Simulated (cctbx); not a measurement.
# What resolution and counting buy: K2Zn3Sn2S8

Space group Aea2 (no. 41), a = 19.0660 Å, b = 9.4520 Å, c = 7.9880 Å, α = 90.00°, β = 90.00°, γ = 90.00°.

| atom | mult. | x | y | z | Ueq (Å²) |
| --- | --- | --- | --- | --- | --- |
| Sn1 | 8 | 0.8657 | 0.7212 | 0.3413 | 0.0027 |
| Zn1 | 8 | 0.7575 | 0.9649 | 0.6422 | 0.0043 |
| Zn2 | 4 | 0 | 0 | 0.9786 | 0.0038 |
| K1 | 8 | 0.8810 | 0.2068 | 0.3443 | 0.0048 |
| S1 | 8 | 0.6320 | 0.9175 | 0.6766 | 0.0062 |
| S2 | 8 | 0.8766 | 0.0101 | 0.6853 | 0.0039 |
| S3 | 8 | 0.9699 | 0.7314 | 0.4832 | 0.0045 |
| S4 | 8 | 0.7670 | 0.7206 | 0.4953 | 0.0050 |

This is a model crystal, built by substitution and not relaxed, with assumed displacement parameters.

Five simulated data sets (cctbx; Ag Kα, λ = 0.56087 Å; 2 % proportional error) differ in resolution or exposure (noise floor 4 counts in the first three, 8 in the last two). Each is refined with the right model, isotropic at 1.1 Å and anisotropic otherwise. How do the figures of merit and the uncertainties move?

```
d min (Å)  top counts  ⟨I/σ⟩ (unmerged, absences included)  unique  param. (scale apart)   Rint      R1  GooF  largest s.u. xyz (fractional)  s.u. U of S1 (Å²)  largest error (Å)
      1.1       40000                                 11.6     574                    30  0.021  0.0091  0.97                        0.00017             0.0003             0.0064
     0.84       40000                                 10.6    1280                    68  0.022  0.0099  0.94                        0.00009             0.0003             0.0035
      0.6       40000                                  8.5    3490                    68  0.025  0.0124  0.93                        0.00005             0.0001             0.0028
     0.75         300                                  0.4    1798                    68  0.524  0.1327  0.93                        0.00291             0.0095             0.0345
     0.75        3000                                  2.4    1798                    68  0.101  0.0417  0.93                        0.00040             0.0012             0.0123
```

The number of reflections grows roughly as 1/d³: 574, 1280 and 3490 here. R1 follows the noise rather than the truth: at 300 counts it is 0.1327, at 3000 counts 0.0417, while GooF is 0.93 and 0.93: the weights 1/σ² carry the noise. The s.u. of U (U11 where anisotropic) for S1 goes 0.0003, 0.0003, 0.0001 Å² with resolution and 0.0095, 0.0012 Å² with exposure.

Hardware for the 0.6 Å refinement: 2.4 s on 1 thread of AMD EPYC 7R43 64-Core Processor (Zen 3), with other jobs on the host, peak memory 0.09 GiB.

[Logs are printed without paths, hosts, clocks, repeated set-up lines and the standing remarks that a program may print on its own settings, such as how far it seeks lower states.]
